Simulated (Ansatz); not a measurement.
# Si_Ca in CaO (Fm-3m): charge-transition levels and formation energies

Aim: at which Fermi levels does Si_Ca in CaO (Fm-3m) change its charge? The model is a cell of 54 host atoms with 1 Ca taken out and 1 Si put in.

Method: place-levels on r2SCAN runs: charge-transition levels and formation energies with image-charge correction and potential alignment at the atomic sites; PAW set soft_1, in Ansatz 0.2.0.

## (1) The structure

The cell holds 54 atoms: 26 Ca, 27 O and 1 Si. Its edges and angles: a = 10.173 Å, b = 10.173 Å, c = 10.173 Å, α = 60.0°, β = 60.0°, γ = 60.0°. It derives from CaO (space group Fm-3m). Nearest the centre at fractional (0.667, 0.667, 0.333): Si51 at 0.00 Å, O28 at 2.40 Å, O44 at 2.40 Å, O32 at 2.40 Å, O34 at 2.40 Å, O46 at 2.40 Å, O50 at 2.40 Å, Ca21 at 3.39 Å.

Known beforehand: the electronic dielectric constant, 3.85, and the static one, 16.67, computed on the host (DFPT, PBEsol, on the r2SCAN cell), and a cell off the functional's own equilibrium shifts the ionic part.

The cell's shortest repeat is 10.2 Å.

## (2) Charge states

Levels follow from differences of total energies between charge states, each relaxed by itself.

Random displacements of about 0.05 Å break the site symmetry at the start, so that the relaxation can reach a distorted minimum if there is one. Forces are taken at one point at (¼, ¼, ¼). The cell holds 1 electron more than the neutral one, with a uniform background that keeps it neutral on the whole. The electron count is odd, so at least one spin is unpaired; this run locks the moment at 1 μB.

The sampling was tested on the host first: at the k-points planned (1x1x1 shifted 0.25 0.25 0.25) its energy lies 0.005 eV an atom from the dense-mesh value, under the bound of 0.02 eV set for this test; that bounds the host's error, not the defect's.

One state's input; the others differ in charge, spin, start and seed, and in occupations where the table says so.

The input, qm1_M1.relax/input.yaml:

```yaml
crystal:
  lattice:
    - [0.0, 7.19307716, 7.19307716]
    - [7.19307716, 0.0, 7.19307716]
    - [7.19307716, 7.19307716, 0.0]
  atoms:
    - { symbol: Ca, position: [0.0, 0.0, 0.0] }
    - { symbol: O, position: [0.16666667, 0.16666667, 0.16666667] }
[... 6 atom lines left out ...]
    - { symbol: Ca, position: [0.0, 0.33333333, 0.33333333] }
[... 3 atom lines left out ...]
    - { symbol: Ca, position: [0.0, 0.66666667, 0.0] }
[... 1 atom line left out ...]
    - { symbol: Ca, position: [0.0, 0.66666667, 0.33333333] }
[... 5 atom lines left out ...]
    - { symbol: Ca, position: [0.33333333, 0.0, 0.33333333] }
[... 4 atom lines left out ...]
    - { symbol: O, position: [0.5, 0.5, 0.16666667] }
[... 1 atom line left out ...]
    - { symbol: O, position: [0.5, 0.5, 0.5] }
[... 3 atom lines left out ...]
    - { symbol: O, position: [0.5, 0.83333333, 0.16666667] }
    - { symbol: Ca, position: [0.33333333, 0.66666667, 0.33333333] }
    - { symbol: O, position: [0.5, 0.83333333, 0.5] }
    - { symbol: Ca, position: [0.33333333, 0.66666667, 0.66666667] }
[... 1 atom line left out ...]
    - { symbol: Ca, position: [0.66666667, 0.0, 0.0] }
[... 1 atom line left out ...]
    - { symbol: Ca, position: [0.66666667, 0.0, 0.33333333] }
[... 4 atom lines left out ...]
    - { symbol: O, position: [0.83333333, 0.5, 0.16666667] }
    - { symbol: Ca, position: [0.66666667, 0.33333333, 0.33333333] }
    - { symbol: O, position: [0.83333333, 0.5, 0.5] }
    - { symbol: Ca, position: [0.66666667, 0.33333333, 0.66666667] }
[... 1 atom line left out ...]
    - { symbol: Ca, position: [0.66666667, 0.66666667, 0.0] }
    - { symbol: O, position: [0.83333333, 0.83333333, 0.16666667] }
    - { symbol: Si, position: [0.66666667, 0.66666667, 0.33333333] }
[... 1 atom line left out ...]
    - { symbol: Ca, position: [0.66666667, 0.66666667, 0.66666667] }
    - { symbol: O, position: [0.83333333, 0.83333333, 0.83333333] }
  host:
    repeats: [3, 3, 3]
    atoms:
      - { symbol: Ca, position: [0.0, 0.0, 0.0] }
      - { symbol: O, position: [0.5, 0.5, 0.5] }
total_charge: -1
basis:
  ecutwfc: 500
  xc_grid: 2
hamiltonian:
  xc: r2scan
  pseudopotentials: { kind: paw, azcp: { folder: soft_1 } }
kpoints:
  mp_grid: { grid: [1, 1, 1], shift: [0.25, 0.25, 0.25] }
magnetization:
  spin_polarized: true
  initial_magnetization: 1
  spin_locking: { lock_magnetization: hard }
scf:
  occupations: { method: fixed }
  max_iter: 100
output:
  forces: true
  charged_corrections:
    epsilon: 3.85
    static_epsilon: 16.67
    defect_position: [0.666667, 0.666667, 0.333333]
relax:
  f_tol: 0.02
  max_steps: 80
  random_displacement: { amplitude: 0.05, seed: 3763 }
checkpoint:
  write: "../qm1_M1.relax.run"
  compress: false
  write_wavefunctions: true
  write_every: 100000
```

The run is started by

```
$ ansatz run input.yaml --threads 4 --pin off --max-ram 15073MiB --backend cpu --events-out ev --progress --plain --runs-dir out
```

Defect states can disperse in a cell of this size, so the energy is taken again at a 2×2×2 shifted mesh, on the relaxed structure.

The run of this state that the levels use, under r2SCAN:

The input, qm1_M1.point/input.yaml:

```yaml
crystal:
  checkpoint: "../qm1_M1.relax.run"
  host: checkpoint
total_charge: -1
basis:
  ecutwfc: 500
  xc_grid: 2
hamiltonian:
  xc: r2scan
  pseudopotentials: { kind: paw, azcp: { folder: soft_1 } }
kpoints:
  mp_grid: { grid: [2, 2, 2], shift: [0.5, 0.5, 0.5] }
magnetization:
  spin_polarized: true
  initial_magnetization: 1
  spin_locking: { lock_magnetization: hard }
scf:
  occupations: { method: fermi_dirac, width: 0.01 }
  max_iter: 100
output:
  forces: true
  eigenvalues: true
  charged_corrections:
    epsilon: 3.85
    static_epsilon: 16.67
    defect_position: [0.666667, 0.666667, 0.333333]
  eigenstates: { localisation: true }
  populations: true
  efg: {}
  band_densities: [{ bands: [v1, v1] }, { bands: [c1, c1] }]
  write_density: true
  write_potential: true
  volumetric_format: npy
checkpoint:
  read: "../qm1_M1.relax.run"
  write: "../qm1_M1.point.run"
  compress: false
  write_wavefunctions: false
  write_every: 100000
```

Relaxations under r2SCAN at one point at (¼, ¼, ¼); times on 4 threads of Arm Neoverse V2, shared host:

```tsv
charge	moment (μB)	occupations	outcome	steps	largest displacement against the far atoms (Å)	time
−1	1	fixed	converged	17	0.53	9.8 min
0	0	fixed	converged	12	0.53	3.1 min
+1	1	fixed	converged	13	0.58	7.1 min
+2	0	fixed	converged	7	0.48	1.9 min
```

Single points under r2SCAN at a 2×2×2 shifted mesh; times on 4 threads of Arm Neoverse V2, shared host:

```tsv
charge	moment (μB)	occupations	outcome	time
−1	1	fermi-dirac	converged	3.1 min
0	0	fermi-dirac	converged	1.7 min
+1	1	fermi-dirac	converged	3.9 min
+2	0	fermi-dirac	converged	1.7 min
```

Distances (Å) from Si51 to the nearest atoms after relaxation with r2SCAN:

```tsv
charge	moment (μB)	1.	2.	3.	4.	5.	6.
−1	1	O 1.83	O 1.83	O 1.83	O 3.02	O 3.02	O 3.02
0	0	O 1.83	O 1.83	O 1.83	O 3.02	O 3.02	O 3.02
+1	1	O 1.70	O 1.70	O 1.70	O 2.95	O 2.95	O 2.95
+2	0	O 1.91	O 1.91	O 1.91	O 1.91	O 1.91	O 1.91
```

## (3) Levels against the band edges, r2SCAN

A charged cell interacts with its images and the background, and its potential has another zero than the host's. place-levels removes the first by a point-charge model, screened by the static dielectric constant since the ions have relaxed around the charge, and the second by comparing potentials at atoms far from the defect.

The host is a run of the defect-free crystal in the same cutoffs, grids and k-points, so that basis and sampling errors cancel in part in the differences. The host is run in a cell of 2 atoms on a matching mesh. Its band edges are searched through the zone by a band path, so the gap is smaller than, or equal to, that on the mesh. Chemical potentials are energies per atom of Ca (fcc) and Si (diamond), run with the same functional and cutoff.

The input, levels.point.yaml:

```yaml
host:
  run: host.point.run
states: [qm1_M1.point.run, q0.point.run, qp1_M1.point.run, qp2.point.run]
geometry_from:
  qm1_M1.point.run: qm1_M1.relax.run
  q0.point.run: q0.relax.run
  qp1_M1.point.run: qp1_M1.relax.run
  qp2.point.run: qp2.relax.run
chemical_potentials:
  Ca:
    energy: -1821.671293
    dataset: <sha256 of the dataset>
  Si:
    energy: -639.06578
    dataset: <sha256 of the dataset>
epsilon: 3.85
static_epsilon: 16.67
vertical:
  - { from: qm1_M1.point.run, to: qm1_M1.point_neutral.run }
  - { from: qp1_M1.point.run, to: qp1_M1.point_neutral.run }
  - { from: qp2.point.run, to: qp2.point_neutral.run }
```

The run is started by

```
$ ansatz place-levels levels.point.yaml -- --threads 4 --pin off --max-ram 15073MiB
```

Numbers of over 12 decimals in the logs are rounded to 6 here.

The program printed:

```text
[... repeated set-up lines and file paths are left out, and long positions are rounded to six places ...]
(+2/+1) 2.511 eV above the valence edge, 1.687 eV under the conduction edge
(+1/0) 3.140 eV above the valence edge, 1.057 eV under the conduction edge
(0/-1) 4.229 eV above the valence edge (+4.672 eV without the band-filling correction), in the conduction band
formation energy of charge +2: -0.670 eV with the Fermi level at the valence edge
formation energy of charge +1: +1.841 eV with the Fermi level at the valence edge
formation energy of charge 0: +4.981 eV with the Fermi level at the valence edge
formation energy of charge -1: +9.210 eV with the Fermi level at the valence edge
vertical -1 to 0: no energy, since no alignment is typed
  the change from vertical[0].from (qm1_M1.point.run) to vertical[0].to (qm1_M1.point_neutral.run): by its potential at epsilon 3.85 it stands at 0.195 0.195 0.861, with an rms radius of about 5.4 Å (3.1 3.1 3.1 Å across the planes of the cell's vectors); [...]
vertical +1 to 0: no energy, since no alignment is typed
  the change from vertical[1].from (qp1_M1.point.run) to vertical[1].to (qp1_M1.point_neutral.run): by its potential at epsilon 3.85 it stands at 0.660 0.658 0.359, with an rms radius of about 2.2 Å (1.2 1.2 1.4 Å across the planes of the cell's vectors); [...]
vertical +2 to 0: no energy, since no alignment is typed
  the change from vertical[2].from (qp2.point.run) to vertical[2].to (qp2.point_neutral.run): by its potential at epsilon 3.85 it stands at 0.167 0.167 0.833, with an rms radius of about 5.8 Å (3.4 3.4 3.4 Å across the planes of the cell's vectors); [...]
  edges by r2scan, gap 4.197 eV; the host is sampled to repeats of 20.35 Å
  the defect's cells are sampled to repeats of 20.35 Å, like sampling
  charge +2: -63473.4688 eV with its correction of +0.292 eV, at epsilon 16.67, aligned at sites: -0.1293 eV, mean over 21 atomic sites at or beyond 5.09 Å from the defect at [0.6667, 0.6667, 0.3333], with +0.000000 for the charge's moments and without [...]
  charge +1: -63463.5213 eV with its correction of +0.023 eV, at epsilon 16.67, aligned at sites: -0.1147 eV, mean over 21 atomic sites at or beyond 5.09 Å from the defect at [0.6667, 0.6667, 0.3333], with +0.000000 for the charge's moments and without [...]
  charge 0: +0.000 eV for its dipole among its images, +0.224 omitted
  charge -1: -63440.8358 eV with its correction of +0.218 eV, at epsilon 16.67, aligned at sites: -0.0808 eV, mean over 21 atomic sites at or beyond 5.09 Å from the defect at [0.6667, 0.6667, 0.3333], with -0.000000 for the charge's moments and without [...]
  states[0] (qm1_M1.point.run): levels filled in part (TS 0.002 eV): its energy is of no whole electron's
  of states[3] (qp2.point.run): it parts from the run at its places by a charge that spreads by about 3.4 Å along one vector (1.4 Å or more is wide), by its potential at epsilon 3.85, taken for that of held ions (one typed too small widens it), where the cell [...]
  of states[2] (qp1_M1.point.run): its alignment with the host at atomic sites is doubtful: the cell is too small to show whether the defect's potential has decayed: take a larger one; stability_check_not_made
  of states[1] (q0.point.run): its alignment with the host at atomic sites is doubtful: the cell is too small to show whether the defect's potential has decayed: take a larger one; [...]
  of states[0] (qm1_M1.point.run): it parts from the run at its places by a charge that spreads by about 3.1 Å along one vector (1.4 Å or more is wide), by its potential at epsilon 3.85, taken for that of held ions (one typed too small widens it), where the [...]
  vertical[0].from (qm1_M1.point.run): levels filled in part (TS 0.002 eV): its energy is of no whole electron's
  of vertical[0].from (qm1_M1.point.run): its moments are held at its close (magnetization.spin_locking), by a field of 0.080 eV a Bohr magneton, and its energy and levels are of the state that this holds: a run that lets them go can end lower; [...]
  of vertical[1].from (qp1_M1.point.run): stability_check_not_made
  of vertical[2].from (qp2.point.run): it parts from the run at its places by a charge that spreads by about 3.4 Å along one vector (1.4 Å or more is wide), by its potential at epsilon 3.85, taken for that of held ions (one typed too small widens it), where [...]
```

The job ended after 0.41 s (4 threads of Arm Neoverse V2, shared host).

Levels between the charges placed, in eV above the valence top:

```tsv
	gap (eV)	(+2/+1)	(+1/0)	(0/−1)
r2SCAN	4.20	2.51	3.14	4.23
```

Corrections by state:

```tsv
charge	moment (μB)	image terms and alignment (eV)	band filling (eV)	ε used	over the lowest of its charge, as the program ranks them, band filling apart (eV)
+2	0.0	0.292	-	16.67	0.000
+1	1.0	0.023	-	16.67	0.000
0	0.0	0.000	-	-	0.000
−1	1.0	0.218	-0.443	16.67	0.000
```

The charged structures listed were also run neutral, and place-levels reads from each pair, by the potential or the spins, how wide the charge is by which they differ; that can be the carrier of either run.

```tsv
charge	rms radius (Å)	spread where it is widest against the cell (Å)	wide from (Å)	reading
+2	5.8	3.38	1.44	wide
+1	2.2	1.41	1.44	narrow
−1	5.4	3.12	1.44	wide
```

The neutral runs of these pairs need not share the spin of the lowest neutral state, and very wide values only mean spread over the cell.

From the program's caveats on the states, each cut to its opening words:

- charge +2: it parts from the run at its places by a charge that spreads by about 3.4 Å along one vector (1.4 Å or more is wide), by its potential at epsilon 3.85, taken [...]
- charge +2, +1 (1 μB), 0, −1 (1 μB): its alignment with the host at atomic sites is doubtful: the cell is too small to show whether the defect's potential has decayed: take a larger one
- charge +1 (1 μB), −1 (1 μB): flagged: stability check not made
- charge 0: the far atoms show a dipole or second moment of the defect's charge, for which the correction takes or leaves out 0.224 eV: further moments aren't read, and [...]
- charge −1 (1 μB): it parts from the run at its places by a charge that spreads by about 3.1 Å along one vector (1.4 Å or more is wide), by its potential at epsilon 3.85, taken [...]
- charge −1 (1 μB): a band-filling correction moves a carrier to the host's band edge, which changes its energy by -0.443 eV
- charge −1 (1 μB): the far atoms show a dipole or second moment of the defect's charge, for which the correction takes or leaves out 0.183 eV: further moments aren't read, and [...]
- charge −1 (1 μB): its moments are held at its close (magnetization.spin_locking), by a field of 0.080 eV a Bohr magneton, and its energy and levels are of the state that this [...]

The host's formation energy from the elements is -3.216 eV per atom; it sets how far the chemical potentials can move.

Limit set by the element alone; other compounds of these elements are not counted. Chemical potentials from the elements' reference states: Ca 0.00 eV, O -6.43 eV, Si 0.00 eV. Formation energy by charge state (Ca-rich; gap 4.20 eV):

```tsv
charge	at valence top (eV)	at conduction bottom (eV)	correction included (eV)
+2	-0.67	7.72	0.29
+1	1.84	6.04	0.02
0	4.98	4.98	0.00
−1	9.21	5.01	-0.22
```

| Fermi level (eV) | lowest formation energy (eV) |
| --- | --- |
| 0.00 | -0.67 |
| 0.38 | 0.09 |
| 0.76 | 0.86 |
| 1.14 | 1.62 |
| 1.53 | 2.38 |
| 1.91 | 3.14 |
| 2.29 | 3.91 |
| 2.67 | 4.51 |
| 3.05 | 4.89 |
| 3.43 | 4.98 |
| 3.82 | 4.98 |
| 4.20 | 4.98 |

Limit set by the element alone; other compounds of these elements are not counted. Chemical potentials from the elements' reference states: O 0.00 eV, Ca -6.43 eV, Si 0.00 eV. Formation energy by charge state (O-rich; gap 4.20 eV):

```tsv
charge	at valence top (eV)	at conduction bottom (eV)	correction included (eV)
+2	-7.10	1.29	0.29
+1	-4.59	-0.39	0.02
0	-1.45	-1.45	0.00
−1	2.78	-1.42	-0.22
```

Fermi level (eV), lowest formation energy (eV) and a bar from the least value:
```
     0.00      -7.10 
     0.38      -6.34 ####
     0.76      -5.58 ########
     1.14      -4.81 ############
     1.53      -4.05 ################
     1.91      -3.29 ####################
     2.29      -2.52 ########################
     2.67      -1.92 ############################
     3.05      -1.54 ##############################
     3.43      -1.45 ##############################
     3.82      -1.45 ##############################
     4.20      -1.45 ##############################
```

## (4) Effect of the sampling

The relaxations' own energies give the levels at their sampling, for comparison.

The input, levels.relax_mesh.yaml:

```yaml
host:
  run: host.relax.run
states: [qm1_M1.relax.run, q0.relax.run, qp1_M1.relax.run, qp2.relax.run]
chemical_potentials:
  Ca:
    energy: -1821.671293
    dataset: <sha256 of the dataset>
  Si:
    energy: -639.06578
    dataset: <sha256 of the dataset>
```

The run is started by

```
$ ansatz place-levels levels.relax_mesh.yaml -- --threads 4 --pin off --max-ram 15073MiB
```

The program printed:

```text
(+2/+1) 2.474 eV above the valence edge, 1.709 eV under the conduction edge
(+1/0) 3.108 eV above the valence edge, 1.076 eV under the conduction edge
[...]
formation energy of charge +2: -0.680 eV with the Fermi level at the valence edge
formation energy of charge +1: +1.794 eV with the Fermi level at the valence edge
formation energy of charge 0: +4.901 eV with the Fermi level at the valence edge
formation energy of charge -1: +9.136 eV with the Fermi level at the valence edge
  edges by r2scan, gap 4.183 eV; the host is sampled to repeats of 10.17 Å
[... the lines on each state left out ...]
```

The job ended after 0.12 s (4 threads).

Levels between neighbouring charges, in eV above the valence top:

```tsv
	gap (eV)	(+2/+1)	(+1/0)	(0/−1)
one point at (¼, ¼, ¼)	4.18	2.47	3.11	4.23
a 2×2×2 shifted mesh	4.20	2.51	3.14	4.23
```

Going from one point at (¼, ¼, ¼) to a 2×2×2 shifted mesh moves the levels that carry no band-filling term by up to 0.04 eV and formation energies against the elements by up to 0.08 eV; band-filling terms, which differ between samplings, are in these energies.

## (5) Outcome

* gap of the host: 4.20 eV (r2SCAN)
* level (plus 2/plus 1): 2.51 eV above the valence top
* level (plus 1/0): 3.14 eV above the valence top
* level (0/minus 1): 4.23 eV above the valence top, past the conduction bottom (4.67 eV above the valence top without the band-filling term)
* lowest of the charges placed, just above the valence top (0.02 eV): +2
* lowest of the charges placed, just below the conduction bottom (0.02 eV): 0
* lowest formation energy at mid-gap of the charges run, Ca-rich: 3.53 eV
* lowest formation energy at mid-gap of the charges run, O-rich: -2.91 eV

In words: Of the charges placed (−1, 0, +1 and +2), the lowest changes at 2.51 eV (+2/+1) and 3.14 eV (+1/0) above the valence top, in a gap of 4.20 eV. Charges above +2 were not placed, so these runs say nothing of levels that involve them. States placed: +2 at 0 μB; +1 at 1 μB; 0 at 0 μB; −1 at 1 μB. Other spin states or structures, where not listed, weren't placed. The program finds carriers beyond a band edge of the host and adds a band-filling term at charge −1 (-0.44 eV); steps to such a charge show no bound level, and a defect level inside a band would be read the same way. Si is taken at its element; compounds, which aren't counted here, bound the chemical potentials and would shift these formation energies. The lowest formation energy (O-rich) is negative across the gap, so the defect would form by itself: these chemical potentials lie beyond what competing compounds allow, or the host is unstable against it. Going from one point at (¼, ¼, ¼) to a 2×2×2 shifted mesh moves the levels that carry no band-filling term by up to 0.04 eV and formation energies against the elements by up to 0.08 eV; band-filling terms, which differ between samplings, are in these energies. The program doubts the alignment of potentials for at least one state, a sign that the cell is small. What this leaves open: r2SCAN makes the gap too small and tends to spread out bound carriers; where a gas molecule sets a chemical potential or the host's formation energy, its binding is uncorrected.

[Logs are printed without paths, hosts, clocks, repeated set-up lines and the standing remarks that a program may print on its own settings, such as how far it seeks lower states.]

[Hosts, paths, dates, database ids (printed as entryN), source tags and the programs' standing remarks are cut or masked in the printed files.]

[Where a table of states has a column of steps, it counts the stored structures, which are thinned; the runs took as many ionic steps or more.]

[A defect's name tells the site on which it was built; relaxed atoms can leave that site.]

[For some hosts the program warned that the k-mesh of the response run may be too coarse for force constants and the static dielectric constant; such warnings are not shown here.]
